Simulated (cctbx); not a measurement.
**Interatomic vectors of NdMgMn4**

Space group Cmcm (no. 63), a = 4.0930 Å, b = 15.0090 Å, c = 6.5500 Å, α = 90.00°, β = 90.00°, γ = 90.00°, content Nd4 Mn16 Mg4.

Simulated single-crystal data (cctbx): Mo Kα, λ = 0.71073 Å, to d = 0.65 Å, 70 % of the full sphere, strongest reflection 5000 counts, noise from counting, a 1.5 % proportional error and a noise floor of 15 counts (s.d.); no absorption, some extinction.

Patterson synthesis from sharpened amplitudes, origin scaled to 1000:

```text
Patterson group C m m m
      u       v       w   height  length (A)
  0.000   0.000   0.000   1000.0     0.00
  0.000   0.236   0.500    379.2     4.83
  0.000   0.430   0.301    237.5     6.75
  0.000   0.192   0.000    214.7     2.88
  0.000   0.044   0.500    214.1     3.34
  0.000   0.194   0.195    205.9     3.18
  0.000   0.383   0.237    173.2     5.96
  0.000   0.000   0.396     76.6     2.60
  0.000   0.111   0.500     74.0     3.68
  0.000   0.351   0.000     71.7     5.27
  0.000   0.189   0.431     51.5     4.00
  0.000   0.236   0.322     48.8     4.13
  0.000   0.382   0.500     47.8     6.61
  0.000   0.300   0.500     46.3     5.56
```

Q: Assign the vectors.

A peak at u stands for all pairs with xi − xj = u, with weight Σ ZiZj against Σ Z² = 24976 at the origin. Peak heights follow these weights only roughly, since form factors, motion and series ripples differ, all vectors within 0.55 Å of a peak are counted as merged into it though the farther ones add only part of their weight, and F(000) is left out, which lowers the whole map:

| u | v | w | shortest length (Å) | height | 1000 ΣZiZj/ΣZ² | pairs in the cell |
| --- | --- | --- | --- | --- | --- | --- |
| 0.000 | 0.236 | 0.500 | 4.82 | 379 | 288 | 2 × Nd–Nd |
| 0.000 | 0.430 | 0.301 | 3.03 | 238 | 340 | 4 × Nd–Mn, 4 × Mn–Mn |
| 0.000 | 0.192 | 0.000 | 2.88 | 215 | 440 | 4 × Nd–Mn, 8 × Mn–Mn |
| 0.000 | 0.044 | 0.500 | 3.34 | 214 | 240 | 4 × Nd–Mn |
| 0.000 | 0.194 | 0.195 | 3.18 | 206 | 240 | 4 × Nd–Mn |
| 0.000 | 0.383 | 0.237 | 3.11 | 173 | 340 | 4 × Nd–Mn, 4 × Mn–Mn |
| 0.000 | 0.000 | 0.396 | 2.59 | 77 | 100 | 4 × Mn–Mn |
| 0.000 | 0.111 | 0.500 | 3.67 | 74 | 165 | 4 × Nd–Mg, 2 × Mn–Mn |
| 0.000 | 0.351 | 0.000 | 3.03 | 72 | 115 | 4 × Nd–Mg |
| 0.000 | 0.189 | 0.431 | 4.00 | 52 | 100 | 4 × Mn–Mn |

The table stops at ten peaks or at a height of 45, below which ripples compete. In the model behind the data Nd, the heaviest element, has 1 independent site: (0, 0.8815, 1/4), up to an allowed shift of origin; the Nd–Nd vectors are differences of these positions and their symmetry mates. The whole model:

| atom | mult. | x | y | z | Ueq (Å²) |
| --- | --- | --- | --- | --- | --- |
| Nd1 | 4 | 0 | 0.8815 | 1/4 | 0.0152 |
| Mn1 | 8 | 0 | 0.6877 | 0.4456 | 0.0224 |
| Mn2 | 4 | 1/2 | 0.5736 | 1/4 | 0.0217 |
| Mn3 | 4 | 1/2 | 0 | 1/2 | 0.0354 |
| Mg1 | 4 | 1/2 | 0.7259 | 1/4 | 0.0291 |

The model was made for the exercise: a known structure type with other elements put in, its volume estimated, not relaxed; displacement parameters are assumed.

[Logs are printed without paths, hosts, clocks, repeated set-up lines and the standing remarks that a program may print on its own settings, such as how far it seeks lower states.]
